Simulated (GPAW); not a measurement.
# Ballistic transport through benzene-1,3-dithiol between two Ag chains, cheap and dear

How well does benzene-1,3-dithiol between two Ag chains conduct at low bias, and how far do basis and functional move the answer?

Method: GPAW LCAO, PAW setups; Landauer transmission from Green's functions with principal layers (ASE), zero bias, in GPAW 26.7.0.

Report form: the programs' logs are mostly left out.

## Step 1: The structure

The cell holds 24 atoms: 12 Ag, 2 S, 4 H and 6 C. Its edges and angles: a = 17.657 Å, b = 9.000 Å, c = 37.713 Å, α = 90.0°, β = 90.0°, γ = 90.0°. Regions: left lead, 6 atoms (6 Ag); channel, 12 atoms (2 S, 4 H and 6 C); right lead, 6 atoms (6 Ag). Vacuum lies along a and b. The structure is stacked along c, and the current runs across the ab planes.

## Step 2: Double-zeta polarised basis

The script solves lead and junction separately, takes H and S in the orbital basis, and joins semi-infinite leads through their self-energies; the dzp basis is the working standard.

Contents of run.py:

```python
import json
import numpy as np
from ase import Atoms
from ase.transport.calculators import TransportCalculator
from gpaw import GPAW, FermiDirac
from gpaw.lcao.tools import get_lcao_hamiltonian
from scipy.linalg import eigh

# The junction with lead layers at both ends, along the third cell vector
device = Atoms(
    ['Ag', 'Ag', 'Ag', 'Ag', 'Ag', 'Ag', 'S', 'H', 'C', 'C', 'H', 'C', 'C', 'H', 'C', 'C', 'H', 'S', 'Ag', 'Ag', 'Ag', 'Ag', 'Ag', 'Ag'],
    positions=[
        [8.82864, 4.50000, 1.33000],
        [8.82864, 4.50000, 3.99000],
        [8.82864, 4.50000, 6.65000],
        [8.82864, 4.50000, 9.31000],
        [8.82864, 4.50000, 11.97000],
        [8.82864, 4.50000, 14.63000],
        [10.35046, 5.72359, 16.09305],
        [13.17777, 5.72319, 16.71290],
        [11.22517, 5.71045, 17.64330],
        [12.62230, 5.71702, 17.64820],
        [9.44159, 5.73194, 18.85636],
        [10.52839, 5.71453, 18.85637],
        [13.32015, 5.71941, 18.85638],
        [14.40729, 5.72680, 18.85639],
        [12.62229, 5.71704, 20.06455],
        [11.22516, 5.71046, 20.06945],
        [13.17775, 5.72321, 20.99986],
        [10.35043, 5.72362, 21.61969],
        [8.82864, 4.50000, 23.08274],
        [8.82864, 4.50000, 25.74274],
        [8.82864, 4.50000, 28.40274],
        [8.82864, 4.50000, 31.06274],
        [8.82864, 4.50000, 33.72274],
        [8.82864, 4.50000, 36.38274]],
    cell=[[17.65729, 0.0, 0.0], [0.0, 9.0, 0.0], [0.0, 0.0, 37.71274]],
    pbc=True)

# One principal layer of the lead: the first 4 atoms of the device
lead = Atoms(
    ['Ag', 'Ag', 'Ag', 'Ag'],
    positions=[
        [8.82864, 4.50000, 1.33000],
        [8.82864, 4.50000, 3.99000],
        [8.82864, 4.50000, 6.65000],
        [8.82864, 4.50000, 9.31000]],
    cell=[[17.65729, 0.0, 0.0], [0.0, 9.0, 0.0], [0.0, 0.0, 10.64]],
    pbc=True)

settings = dict(mode='lcao', basis='dzp', xc='PBE', h=0.2,
                occupations=FermiDirac(0.1), maxiter=250,
                mixer=dict(beta=0.1, nmaxold=8, weight=100.0),
                convergence=dict(density=0.0001))
energies = np.arange(-2, 2 + 1e-9, 0.05)
eta = 0.0001
n1, n2 = 1, 1
# k and -k transmit alike, so half of the mesh across the current serves
mesh = [(i, j) for i in range(n1) for j in range(n2) if (i, j) <= (-i % n1, -j % n2)]
weights = np.array([1 if (i, j) == (-i % n1, -j % n2) else 2 for i, j in mesh]) / (n1 * n2)

# [... helper functions left out ...]
fermi_lead = ground_state(lead, (1, 1, 11), 'lead.txt')
fermi_device = ground_state(device, (1, 1, 2), 'device.txt')
# [... loop over the mesh left out, but for ...]
        # Shift the lead onto the potential of the device's first layer
        shift = ((H[:, 0, 0] - H0[:, 0, 0]) / S0[0, 0]).real.mean()
# [...]
kT = 8.617333e-5 * 500
bias = [0.1, 0.2, 0.5, 1.0, 1.5, 2.0]
# [... integrals and printing left out ...]
```

Launch:

```bash
$ OMP_NUM_THREADS=1 OPENBLAS_NUM_THREADS=1 python run.py
```

Elapsed: 2.6 min, on 1 thread of Arm Neoverse V1, shared host; peak memory 2.2 GiB.

Numbers from this step:

| Quantity | Value |
| --- | --- |
| conductance | 0.2206 G₀ |
| thermopower | 132.1 μV/K |
| largest coupling past the next principal layer | 3.56e-5 eV |
| largest misfit of the first principal layer | 0.09099 eV |
| shift that aligns the lead | 0.005733 eV |
| basis functions of the junction | 448 |
| basis functions of a principal layer | 108 |
| transmission at the Fermi level (one spin) | 0.1432 |
| open channels of the lead at the Fermi level (one spin) | 1 |

One spin. Transmission, zone mean against energy, zero at the Fermi level:

| energy (eV) | transmission, zone mean |
| --- | --- |
| -2.00 | 0.652 |
| -1.85 | 0.0278 |
| -1.70 | 2.1e-4 |
| -1.60 | 5.5e-6 |
| -1.45 | 7.5e-12 |
| -1.30 | 7.6e-12 |
| -1.15 | 4.6e-12 |
| -1.05 | 3.6e-4 |
| -0.90 | 0.00860 |
| -0.75 | 0.0591 |
| -0.60 | 0.953 |
| -0.50 | 0.213 |
| -0.35 | 0.704 |
| -0.20 | 0.995 |
| -0.05 | 0.285 |
| 0.00 | 0.143 |
| 0.05 | 0.0770 |
| 0.20 | 0.0180 |
| 0.35 | 0.00651 |
| 0.50 | 0.00307 |
| 0.60 | 0.00206 |
| 0.75 | 0.00125 |
| 0.90 | 8.2e-4 |
| 1.05 | 5.7e-4 |
| 1.15 | 4.5e-4 |
| 1.30 | 3.2e-4 |
| 1.45 | 2.2e-4 |
| 1.60 | 1.6e-4 |
| 1.70 | 1.2e-4 |
| 1.85 | 8.3e-5 |
| 2.00 | 5.5e-5 |

Crossings of the lead's bands, unfolded to its shortest repeat. Table of open channels, zone mean by energy, zero at the Fermi level:

| energy (eV) | open channels, zone mean |
| --- | --- |
| -2.00 | 3 |
| -1.85 | 3 |
| -1.70 | 1 |
| -1.60 | 1 |
| -1.45 | 0 |
| -1.30 | 0 |
| -1.15 | 0 |
| -1.05 | 1 |
| -0.90 | 1 |
| -0.75 | 1 |
| -0.60 | 1 |
| -0.50 | 1 |
| -0.35 | 1 |
| -0.20 | 1 |
| -0.05 | 1 |
| 0.00 | 1 |
| 0.05 | 1 |
| 0.20 | 1 |
| 0.35 | 1 |
| 0.50 | 1 |
| 0.60 | 1 |
| 0.75 | 1 |
| 0.90 | 1 |
| 1.05 | 1 |
| 1.15 | 1 |
| 1.30 | 1 |
| 1.45 | 1 |
| 1.60 | 1 |
| 1.70 | 1 |
| 1.85 | 1 |
| 2.00 | 1 |

Not self-consistent under bias; the bias window is split evenly. Current through one cell, from the zero-bias transmission against bias:

| bias (V) | current through one cell, from the zero-bias transmission (μA) |
| --- | --- |
| 0.100 | 1.78 |
| 0.200 | 3.94 |
| 0.500 | 13.3 |
| 1.000 | 22.7 |
| 1.500 | 29.6 |
| 2.000 | 30.3 |

Transmission of the three most open eigenchannels against energy, zero at the Fermi level:

| energy (eV) | channel 1 | channel 2 | channel 3 |
| --- | --- | --- | --- |
| -2.00 | 0.635 | 0.0164 | 8.4e-7 |
| -1.85 | 0.0195 | 0.00825 | 2.7e-7 |
| -1.70 | 2.1e-4 | 7.3e-12 | 0 |
| -1.60 | 5.5e-6 | 7.4e-12 | 0 |
| -1.45 | 7.5e-12 | 0 | 0 |
| -1.30 | 7.6e-12 | 0 | 0 |
| -1.15 | 4.5e-12 | 0 | 0 |
| -1.05 | 3.6e-4 | 3.1e-7 | 0 |
| -0.90 | 0.00860 | 3.5e-12 | 0 |
| -0.75 | 0.0591 | 5.8e-12 | 0 |
| -0.60 | 0.953 | 6.4e-12 | 0 |
| -0.50 | 0.213 | 6.5e-12 | 0 |
| -0.35 | 0.704 | 3.2e-12 | 0 |
| -0.20 | 0.995 | 6.6e-12 | 0 |
| -0.05 | 0.285 | 6.8e-12 | 0 |
| 0.00 | 0.143 | 6.8e-12 | 0 |
| 0.05 | 0.0770 | 6.9e-12 | 0 |
| 0.20 | 0.0180 | 6.9e-12 | 0 |
| 0.35 | 0.00651 | 6.9e-12 | 0 |
| 0.50 | 0.00307 | 6.9e-12 | 0 |
| 0.60 | 0.00206 | 6.9e-12 | 0 |
| 0.75 | 0.00125 | 6.8e-12 | 0 |
| 0.90 | 8.2e-4 | 6.7e-12 | 0 |
| 1.05 | 5.7e-4 | 6.5e-12 | 0 |
| 1.15 | 4.5e-4 | 6.4e-12 | 0 |
| 1.30 | 3.2e-4 | 6.2e-12 | 0 |
| 1.45 | 2.2e-4 | 5.9e-12 | 0 |
| 1.60 | 1.6e-4 | 5.6e-12 | 0 |
| 1.70 | 1.2e-4 | 5.4e-12 | 0 |
| 1.85 | 8.3e-5 | 5.0e-12 | 0 |
| 2.00 | 5.5e-5 | 4.6e-12 | 0 |

Couplings past the next layer reach 3.6e-5 eV, small enough to drop; the matrix elements of the cell's first layer differ from the bulk lead's by up to 0.091 eV. That layer keeps its own values in the calculation, and only beyond it is the lead taken as perfect. The Fermi levels of lead and junction count from different zeros of potential, one for each periodic cell; with both set to zero, the small remaining shift is what aligns them. By hand: G = 0.2206 × 77.48 μS = 17.1 μS, a resistance of 58.5 kΩ; at 0.1 V a linear junction would pass 1.71 μA, and the integral over the bias window gives 1.78 μA. Mott's formula, S = -(π²/3)(k_B²T/e) d ln T/dE, has the prefactor 12.2 μV/K·eV at 500 K; T = 0.2851 at -0.05 eV and 0.07696 at 0.05 eV give a slope of -13.1 per eV and S = 160 μV/K, beside 132 μV/K from the thermal integral, which interpolates the same grid.

## Step 3: GPAW, szp: basis = "szp(dzp)"

The second zeta is dropped, the polarisation orbitals stay.

run.py: that of step 2 with these lines changed.

```diff
@@ -50,3 +50,3 @@
 
-settings = dict(mode='lcao', basis='dzp', xc='PBE', h=0.2,
+settings = dict(mode='lcao', basis='szp(dzp)', xc='PBE', h=0.2,
                 occupations=FermiDirac(0.1), maxiter=250,
```

Elapsed: 2 min, on 1 thread; peak memory 2.1 GiB.

This step gave:

- conductance: 0.07109 G₀
- largest misfit of the first principal layer: 0.1183 eV
- shift that aligns the lead: 0.01229 eV
- basis functions of the junction: 268
- basis functions of a principal layer: 60
- transmission at the Fermi level (one spin): 0.03138

One spin. Transmission, zone mean against energy, zero at the Fermi level:

| energy (eV) | transmission, zone mean |
| --- | --- |
| -2.000 | 0.0126 |
| -1.800 | 0.00674 |
| -1.600 | 2.1e-6 |
| -1.400 | 0 |
| -1.200 | 0 |
| -1.000 | 4.9e-4 |
| -0.800 | 0.0186 |
| -0.600 | 0.628 |
| -0.550 | 0.993 |
| -0.400 | 0.760 |
| -0.350 | 0.832 |
| -0.200 | 0.993 |
| 0.000 | 0.0314 |
| 0.200 | 0.00396 |
| 0.400 | 9.9e-4 |
| 0.600 | 3.5e-4 |
| 0.800 | 1.5e-4 |
| 1.000 | 7.0e-5 |
| 1.200 | 3.0e-5 |
| 1.400 | 1.0e-5 |
| 1.600 | 1.2e-6 |
| 1.800 | 7.3e-7 |
| 2.000 | 7.9e-6 |

Crossings of the lead's bands, unfolded to its shortest repeat. Table of open channels, zone mean by energy, zero at the Fermi level:

(Unchanged from step 2.)

Not self-consistent under bias; the bias window is split evenly. Current through one cell, from the zero-bias transmission against bias:

| bias (V) | current through one cell, from the zero-bias transmission (μA) |
| --- | --- |
| 0.100 | 0.598 |
| 0.200 | 1.49 |
| 0.500 | 7.29 |
| 1.000 | 20.6 |
| 1.500 | 29.0 |
| 2.000 | 29.5 |

Table of transmission of the three most open eigenchannels by energy, zero at the Fermi level:

| energy (eV) | channel 1 | channel 2 | channel 3 |
| --- | --- | --- | --- |
| -2.00 | 0.0126 | 1.9e-5 | 9.9e-6 |
| -1.90 | 0.0104 | 6.0e-5 | 8.2e-6 |
| -1.80 | 0.00667 | 5.3e-5 | 7.8e-6 |
| -1.70 | 4.6e-5 | 0 | 0 |
| -1.55 | 0 | 0 | 0 |
| -1.45 | 0 | 0 | 0 |
| -1.35 | 0 | 0 | 0 |
| -1.25 | 0 | 0 | 0 |
| -1.15 | 0 | 0 | 0 |
| -1.05 | 7.2e-6 | 1.1e-8 | 0 |
| -0.90 | 0.00415 | 0 | 0 |
| -0.80 | 0.0186 | 0 | 0 |
| -0.70 | 0.0862 | 0 | 0 |
| -0.60 | 0.628 | 0 | 0 |
| -0.50 | 0.778 | 0 | 0 |
| -0.40 | 0.760 | 0 | 0 |
| -0.25 | 0.564 | 0 | 0 |
| -0.15 | 0.473 | 0 | 0 |
| -0.05 | 0.0648 | 0 | 0 |
| 0.00 | 0.0314 | 0 | 0 |
| 0.05 | 0.0169 | 0 | 0 |
| 0.15 | 0.00610 | 0 | 0 |
| 0.25 | 0.00267 | 0 | 0 |
| 0.40 | 9.9e-4 | 0 | 0 |
| 0.50 | 5.7e-4 | 1.0e-12 | 0 |
| 0.60 | 3.5e-4 | 1.2e-12 | 0 |
| 0.70 | 2.3e-4 | 1.3e-12 | 0 |
| 0.80 | 1.5e-4 | 1.5e-12 | 0 |
| 0.90 | 1.0e-4 | 1.7e-12 | 0 |
| 1.05 | 5.7e-5 | 2.1e-12 | 0 |
| 1.15 | 3.8e-5 | 2.5e-12 | 0 |
| 1.25 | 2.4e-5 | 3.1e-12 | 0 |
| 1.35 | 1.4e-5 | 4.2e-12 | 0 |
| 1.45 | 7.0e-6 | 6.6e-12 | 0 |
| 1.55 | 2.6e-6 | 1.4e-11 | 0 |
| 1.70 | 1.6e-9 | 1.6e-9 | 0 |
| 1.80 | 7.3e-7 | 3.6e-11 | 0 |
| 1.90 | 3.4e-6 | 7.8e-12 | 0 |
| 2.00 | 7.9e-6 | 3.7e-12 | 0 |

The conductance, 0.0711 G₀, lies 68 % below that of the dzp run.

## Step 4: Minimal basis

One function for each valence shell of the setup, as for a first survey of a large system.

run.py: that of step 3 with these lines changed.

```diff
@@ -50,3 +50,3 @@
 
-settings = dict(mode='lcao', basis='szp(dzp)', xc='PBE', h=0.2,
+settings = dict(mode='lcao', basis='sz(dzp)', xc='PBE', h=0.2,
                 occupations=FermiDirac(0.1), maxiter=250,
```

The job ended after 100 s (1 thread; peak memory 2 GiB).

Numbers from this step:

```yaml
conductance: 0.03904 G₀
largest_coupling_past_the_next_principal_layer: 3.59e-5 eV
largest_misfit_of_the_first_principal_layer: 0.08674 eV
shift_that_aligns_the_lead: 0.01428 eV
basis_functions_of_the_junction: 180
basis_functions_of_a_principal_layer: 48
transmission_at_the_fermi_level_one_spin: 0.01330
```

One spin. Transmission, zone mean against energy, zero at the Fermi level:

| energy (eV) | transmission, zone mean |
| --- | --- |
| -2.00 | 0.0152 |
| -1.90 | 0.0130 |
| -1.80 | 0.0107 |
| -1.70 | 0.00975 |
| -1.55 | 2.7e-4 |
| -1.45 | 5.8e-7 |
| -1.35 | 0 |
| -1.25 | 0 |
| -1.15 | 0 |
| -1.05 | 8.7e-11 |
| -0.90 | 0.00192 |
| -0.80 | 0.00841 |
| -0.70 | 0.0325 |
| -0.60 | 0.206 |
| -0.50 | 0.984 |
| -0.40 | 0.757 |
| -0.25 | 0.291 |
| -0.20 | 0.984 |
| -0.15 | 0.283 |
| -0.05 | 0.0284 |
| 0.00 | 0.0133 |
| 0.05 | 0.00703 |
| 0.15 | 0.00247 |
| 0.25 | 0.00106 |
| 0.40 | 3.9e-4 |
| 0.50 | 2.2e-4 |
| 0.60 | 1.4e-4 |
| 0.70 | 9.1e-5 |
| 0.80 | 6.3e-5 |
| 0.90 | 4.4e-5 |
| 1.05 | 2.6e-5 |
| 1.15 | 1.9e-5 |
| 1.25 | 1.3e-5 |
| 1.35 | 8.3e-6 |
| 1.45 | 4.9e-6 |
| 1.55 | 2.5e-6 |
| 1.70 | 3.5e-7 |
| 1.80 | 4.5e-9 |
| 1.90 | 5.4e-7 |
| 2.00 | 2.0e-6 |

The conductance, 0.0390 G₀, lies a factor of 5.7 below that of the dzp run. One computed point stands apart from its neighbours (T = 0.984 at -0.2 eV, between 0.291 and 0.283), which enters the thermal average.

## Step 5: LDA in the dzp basis: xc = "LDA"

Back in the dzp basis, the functional changes from PBE to LDA, to set the spread between functionals beside that between bases.

run.py: that of step 4 with these lines changed.

```diff
@@ -50,3 +50,3 @@
 
-settings = dict(mode='lcao', basis='sz(dzp)', xc='PBE', h=0.2,
+settings = dict(mode='lcao', basis='dzp', xc='LDA', h=0.2,
                 occupations=FermiDirac(0.1), maxiter=250,
```

Wall time 2.5 min (1 thread); peak memory 2.2 GiB.

This step gave:

* conductance: 0.2471 G₀
* largest coupling past the next principal layer: 3.39e-5 eV
* largest misfit of the first principal layer: 0.1027 eV
* shift that aligns the lead: 0.004246 eV
* basis functions of the junction: 448
* basis functions of a principal layer: 108
* transmission at the Fermi level (one spin): 0.1672

One spin. Table of transmission, zone mean by energy, zero at the Fermi level:

energy (eV), log10 transmission, zone mean and a bar from the least value:
```
    -2.00       -0.1 ##############################
    -1.90       -1.2 ###########################
    -1.80       -1.7 #########################
    -1.70       -1.9 #########################
    -1.55       -4.1 ###################
    -1.45      -11.0 
    -1.35      -11.1 
    -1.25      -11.1 
    -1.15      -11.2 
    -1.05       -9.1 #####
    -0.90       -2.0 #########################
    -0.80       -1.5 ##########################
    -0.70       -0.9 ############################
    -0.60       -0.1 ##############################
    -0.50       -0.4 #############################
    -0.40       -1.1 ###########################
    -0.25        0.0 ##############################
    -0.20        0.0 ##############################
    -0.15        0.0 ##############################
    -0.05       -0.5 #############################
     0.00       -0.8 ############################
     0.05       -1.1 ###########################
     0.15       -1.5 ##########################
     0.25       -1.9 #########################
     0.40       -2.3 ########################
     0.50       -2.5 #######################
     0.60       -2.7 #######################
     0.70       -2.8 ######################
     0.80       -3.0 ######################
     0.90       -3.1 ######################
     1.05       -3.3 #####################
     1.15       -3.4 #####################
     1.25       -3.5 #####################
     1.35       -3.6 ####################
     1.45       -3.7 ####################
     1.55       -3.8 ####################
     1.70       -4.0 ###################
     1.80       -4.1 ###################
     1.90       -4.3 ###################
     2.00       -4.4 ##################
```

The conductance, 0.247 G₀, lies 12 % above that of the dzp run.

## Step 6: All levels side by side

Times are for 1 thread of Arm Neoverse V1, shared host. Results by setting:

| no. | run | conductance (G₀) | time | memory (GiB) |
| --- | --- | --- | --- | --- |
| 1 | dzp | 0.2206 | 2.6 min | 2.2 |
| 2 | szp | 0.07109 | 2 min | 2.1 |
| 3 | sz | 0.03904 | 100 s | 2.0 |
| 4 | dzp LDA | 0.2471 | 2.5 min | 2.2 |

## Step 7: The levels side by side

The curves are compared point by point over the common energies.

This step: comparison of transmission and cost over codes and levels (GPAW 26.7.0).

Ladder, by row:

| step | code | T at the Fermi level (sum over the listed spins) | conductance (G0) | r.m.s. T(E) from the first | wall time (s) | peak memory (GiB) | threads |
| --- | --- | --- | --- | --- | --- | --- | --- |
| dzp | GPAW | 0.1432 | 0.2206 | 0 | 155.2 | 2.16 | 1 |
| szp | GPAW | 0.03138 | 0.07109 | 0.1984 | 118 | 2.1 | 1 |
| sz | GPAW | 0.0133 | 0.03904 | 0.2441 | 99.79 | 2.03 | 1 |
| dzp-LDA | GPAW | 0.1672 | 0.2471 | 0.07442 | 149.3 | 2.16 | 1 |

Table of transmission, zone mean, sum over the listed spins by energy, zero at the Fermi level:

| energy (eV) | dzp | szp | sz | dzp-LDA |
| --- | --- | --- | --- | --- |
| -2.00 | 0.652 | 0.0126 | 0.0152 | 0.817 |
| -1.85 | 0.0278 | 0.00914 | 0.0117 | 0.0273 |
| -1.70 | 2.1e-4 | 4.6e-5 | 0.00975 | 0.0118 |
| -1.50 | 7.4e-12 | 8.5e-13 | 1.2e-6 | 2.4e-5 |
| -1.35 | 7.6e-12 | 9.2e-13 | -2.7e-14 | 7.9e-12 |
| -1.20 | 6.9e-12 | 9.5e-13 | 3.2e-15 | 7.8e-12 |
| -1.05 | 3.6e-4 | 7.2e-6 | 8.7e-11 | 7.7e-10 |
| -0.90 | 0.00860 | 0.00415 | 0.00192 | 0.00930 |
| -0.70 | 0.130 | 0.0862 | 0.0325 | 0.135 |
| -0.60 | 0.953 | 0.628 | 0.206 | 0.838 |
| -0.55 | 0.580 | 0.993 | 0.644 | 0.829 |
| -0.40 | 0.0154 | 0.760 | 0.757 | 0.0887 |
| -0.25 | 0.957 | 0.564 | 0.291 | 0.955 |
| -0.20 | 0.995 | 0.993 | 0.984 | 0.991 |
| -0.10 | 0.564 | 0.158 | 0.0740 | 0.629 |
| 0.00 | 0.143 | 0.0314 | 0.0133 | 0.167 |
| 0.10 | 0.0446 | 0.00987 | 0.00404 | 0.0509 |
| 0.25 | 0.0124 | 0.00267 | 0.00106 | 0.0135 |
| 0.40 | 0.00495 | 9.9e-4 | 3.9e-4 | 0.00519 |
| 0.55 | 0.00250 | 4.5e-4 | 1.7e-4 | 0.00254 |
| 0.70 | 0.00146 | 2.3e-4 | 9.1e-5 | 0.00144 |
| 0.90 | 8.2e-4 | 1.0e-4 | 4.4e-5 | 7.9e-4 |
| 1.05 | 5.7e-4 | 5.7e-5 | 2.6e-5 | 5.3e-4 |
| 1.20 | 4.0e-4 | 3.0e-5 | 1.5e-5 | 3.7e-4 |
| 1.35 | 2.8e-4 | 1.4e-5 | 8.3e-6 | 2.5e-4 |
| 1.50 | 2.0e-4 | 4.5e-6 | 3.6e-6 | 1.7e-4 |
| 1.70 | 1.2e-4 | 3.2e-9 | 3.5e-7 | 1.0e-4 |
| 1.85 | 8.3e-5 | 1.8e-6 | 1.6e-7 | 6.4e-5 |
| 2.00 | 5.5e-5 | 7.9e-6 | 2.0e-6 | 3.8e-5 |

[end of part 1 of 2]

[Logs are printed without paths, hosts, clocks, repeated set-up lines and the standing remarks that a program may print on its own settings, such as how far it seeks lower states.]

[Hosts, paths, dates, database ids (printed as entryN), source tags and the programs' standing remarks are cut or masked in the printed files.]
